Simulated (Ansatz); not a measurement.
**Whose spectrum is this?**

Method: Ansatz, PBE, independent particles, with spin-orbit coupling, line width 0.2 eV (Gaussian); metals get a typed carrier damping. The response is along the first axis of the cell.

```
E (eV)  Im ε
  0.00  0.00
  0.50  0.00
  1.00  0.00
  1.50  0.00
  2.00  0.00
  2.50  0.00
  3.00  0.00
  3.50  0.00
  4.00  0.00
  4.50  0.26
  5.00  0.59
  5.50  0.85
  6.00  1.32
  6.50  3.02
  7.00  4.62
  7.50  3.49
  8.00  2.62
  8.50  2.17
```

Task: Which of these systems gave the spectrum?
A. KBr (Fm-3m)
B. RbS3F (R3m)
C. TiSi2 (Fddd)

Result: A. KBr (Fm-3m): least direct gap 4.27 eV, ε∞ = 2.83 along the first axis, strongest peak along the first axis at 7.08 eV. The others: RbS3F (R3m), least direct gap 1.43 eV, ε∞ = 5.23 along the first axis, strongest peak along the first axis at 5.57 eV; TiSi2 (Fddd), a metal, with a Drude term, main peak of the conductivity above 1 eV at 5.15 eV.

Note: cells built here by substitution need not match a known phase.

[Logs are printed without paths, hosts, clocks, repeated set-up lines and the standing remarks that a program may print on its own settings, such as how far it seeks lower states.]
